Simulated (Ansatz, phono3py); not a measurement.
# KBr (Fm-3m): solver, mesh and scattering choices in phono3py, part 2 of 2

The second- and third-order constants of KBr come from an earlier supercell run; what does phono3py make of them?

What experiment has found for this phase:
- thermal conductivity 3.4 W/m/K near room temperature (given in “Combining the AFLOW GIBBS and Elastic Libraries to efficiently and robustly screen thermo-mechanical properties of solids”, 2017, arXiv:1611.05714)
- thermal conductivity 3.4 W/m/K near room temperature (given in “Predicting the lattice thermal conductivity of solids by solving the Boltzmann transport equation: AFLOW - AAPL an automated, accurate and efficient framework”, 2017, arXiv:1611.05481)

phono3py 4.10.0; DFT LDA, scalar-relativistic, plane waves, PAW; phono3py on Ansatz's force constants.

So far, κ at 300 K (W/m/K): step 2 (relaxation-time solution) 5.11; step 16 (solver LBTE) 5.44; step 17 (solver RTA with coherences (SMM19)) 5.17; step 18 (delta function Gaussian, sigma 0.03 THz) 5.17; step 19 (delta function Gaussian, sigma 0.4 THz) 4.74.

### 21. Without the dipole term, third order supercell 3×3×3, supercell 6×6×6 (continued)

W/m/K. Kappa, by row:

| T (K) | xx | yy | zz | yz | xz | xy |
| --- | --- | --- | --- | --- | --- | --- |
| 100 | 16.15 | 16.15 | 16.15 | 0 | 0 | 0 |
| 300 | 5.108 | 5.108 | 5.108 | 0 | 0 | 0 |

κ at 300 K goes from 5.11 to 5.11 W/(m K). Only the interpolation between the solved wavevectors changes, and the fewer these are, the more it matters.

### 22. A changed mass, third order supercell 3×3×3, supercell 6×6×6

Changing one mass at fixed force constants separates the effect of mass from that of bonding.

phono3py.yaml reads:

```yaml
phono3py:
  version: "4.10.0"
  frequency_unit_conversion_factor: 15.633302
  symmetry_tolerance: 1.00000e-05

physical_unit:
  atomic_mass: "AMU"
  length: "angstrom"

space_group:
  type: "Fm-3m"
  number: 225
  Hall_symbol: "-F 4 2 3"

primitive_matrix:
- [  1.000000000000000,  0.000000000000000,  0.000000000000000 ]
- [  0.000000000000000,  1.000000000000000,  0.000000000000000 ]
- [  0.000000000000000,  0.000000000000000,  1.000000000000000 ]

supercell_matrix:
- [   3,   0,   0 ]
- [   0,   3,   0 ]
- [   0,   0,   3 ]

# [primitive_cell block left out]
unit_cell:
  lattice:
  - [     0.000000000000000,     3.185800612700000,     3.185800612700000 ] # a
  - [     3.185800612700000,     0.000000000000000,     3.185800612700000 ] # b
  - [     3.185800612700000,     3.185800612700000,     0.000000000000000 ] # c
  points:
  - symbol: K # 1
    coordinates: [  0.000000000000000,  0.000000000000000,  0.000000000000000 ]
    mass: 39.098300
    reduced_to: 1
  - symbol: Br # 2
    coordinates: [  0.500000000000000,  0.500000000000000,  0.500000000000000 ]
    mass: 79.904000
    reduced_to: 2

# [supercell block left out]
phonon_supercell_matrix:
- [   6,   0,   0 ]
- [   0,   6,   0 ]
- [   0,   0,   6 ]

# [phonon_primitive_cell block left out]
# [phonon_supercell block left out]
nac:
  born_effective_charge:
  - # 1 (K)
    - [  1.101574671078254,  0.000000000000000,  0.000000000000000 ]
    - [  0.000000000000000,  1.101574671078254,  0.000000000000000 ]
    - [  0.000000000000000,  0.000000000000000,  1.101574671078254 ]
  - # 2 (Br)
    - [ -1.101574671078254,  0.000000000000000,  0.000000000000000 ]
    - [  0.000000000000000, -1.101574671078254,  0.000000000000000 ]
    - [  0.000000000000000,  0.000000000000000, -1.101574671078254 ]
  dielectric_constant:
    - [  2.758116852883250,  0.000000000000000,  0.000000000000000 ]
    - [  0.000000000000000,  2.758116852883250,  0.000000000000000 ]
    - [  0.000000000000000,  0.000000000000000,  2.758116852883250 ]
  unit_conversion_factor: 14.399645
```

The run is started by

```
$ phono3py phono3py.yaml --mesh 17 17 17 --br --mass 39.098 99.880 --ts 100 300
```

It took 16 s on 16 threads of Arm Neoverse N1, shared host; peak memory 0.21 GiB.

This step gave:

- κ at 300 K: 4.717 W/m/K
- κ xx, yy, zz at 300 K: 4.717, 4.717, 4.717 W/m/K

W/m/K. Kappa, by row:

| T (K) | xx | yy | zz | yz | xz | xy |
| --- | --- | --- | --- | --- | --- | --- |
| 100 | 15.48 | 15.48 | 15.48 | 0 | 0 | 0 |
| 300 | 4.717 | 4.717 | 4.717 | 0 | 0 | 0 |

Without isotope scattering in either run, κ at 300 K goes from 5.17 to 4.72 W/(m K).

### 23. Mass disorder, third order supercell 3×3×3, supercell 6×6×6

A typed mass variance takes the place of the natural one on the sites of one element, as a model of more or less disorder.

phono3py.yaml is that of step 22.

The run is started by

```
$ phono3py phono3py.yaml --mesh 17 17 17 --br --isotope --mv 0.000164 0.03 --ts 100 150 200 300 400 500
```

Wall time 18 s (16 threads); peak memory 0.21 GiB; 2.8 min of CPU time.

This step gave:

| Item | Value |
| --- | --- |
| κ at 300 K | 2.457 W/m/K |
| κ xx, yy, zz at 300 K | 2.457, 2.457, 2.457 W/m/K |

W/m/K. Kappa, by row:

| T (K) | xx | yy | zz | yz | xz | xy |
| --- | --- | --- | --- | --- | --- | --- |
| 100 | 4.68 | 4.68 | 4.68 | 0 | 0 | 0 |
| 150 | 3.708 | 3.708 | 3.708 | 0 | 0 | 0 |
| 200 | 3.137 | 3.137 | 3.137 | 0 | 0 | 0 |
| 300 | 2.457 | 2.457 | 2.457 | 0 | 0 | 0 |
| 400 | 2.049 | 2.049 | 2.049 | 0 | 0 | 0 |
| 500 | 1.77 | 1.77 | 1.77 | 0 | 0 | 0 |

κ at 300 K goes from 5.11 in the base run to 2.46 W/(m K).

### 24. A faulty attempt, third order supercell 3×3×3, supercell 6×6×6

This input was changed on purpose, to see how the program answers.

phono3py.yaml is that of step 23.

The run is started by

```
$ phono3py phono3py.yaml --mesh 7 7 7 --br --isotope --mv 1e-4 1e-4 1e-4 --ts 300
```

Elapsed: 5.8 s, on 16 threads; peak memory 0.21 GiB.

The run ended with an error.

The program's message: “ValueError: mass_variances must have shape (num_band / 3,)”

The fault put into the input: one mass variance too many.

### 25. Results

```
κ at 300 K, RTA, natural isotopes, mesh 17×17×17 : 5.11 W/m/K
κ at 300 K, RTA, pure, mesh 17×17×17             : 5.17 W/m/K
κ at 300 K, LBTE, mesh 17×17×17                  : 5.44 W/m/K
κ at 300 K, with coherences, mesh 17×17×17       : 5.17 W/m/K
κ at 300 K, no dipole term, mesh 17×17×17        : 5.11 W/m/K
```

In words: On these constants κ of KBr at 300 K is 5.11 W/(m K) in the base run, by relaxation time; smearing and coherences move that between 4.74 and 5.17. The full solution gives 5.44 W/(m K) (phono3py, mesh 17×17×17). On the same constants and mesh Ansatz's figure, which includes its coherence part, and phono3py's, which doesn't, differ by up to 2.6 %; with phono3py's own coherence part added, which is defined differently, the largest difference is 0.19 %. The last step of the mesh series (25 to 31) moves κ at 300 K by +0.3 %, while the coarsest mesh gives 47 % of the densest value. Normal processes make 55 % of the three-phonon scattering at 300 K, weighting modes by their heat capacity. A boundary length of 0.01 µm leaves 38 % of κ at 300 K. A boundary length of 100 µm leaves 100 % of κ at 300 K. Scaling the mass of Br by 1.25 at fixed force constants, a model exercise, multiplies the isotope-free κ by 0.912. A mass variance of 0.03 on the Br sites, typed in place of the natural one, gives 48 % of the base value. A measured thermal conductivity near room temperature is 3.4 W/m/K (arXiv:1611.05714); the calculated 5.44 W/m/K differs by +60 %. The relaxed cell is 10 % smaller in volume than the database cell, which stiffens most phonons and usually raises κ; no run here tested that. Four-phonon, defect and boundary scattering, which are left out, would lower the calculated value; thermal expansion is left out too. The cell of these runs is 10 % smaller in volume than the database cell; frequencies and all that rests on them shift with it.

[Logs are printed without paths, hosts, clocks, repeated set-up lines and the standing remarks that a program may print on its own settings, such as how far it seeks lower states.]

[Hosts, paths, dates, database ids (printed as entryN), source tags and the programs' standing remarks are cut or masked in the printed files.]

[A step with changed settings may run another functional than the one named; its input shows which.]
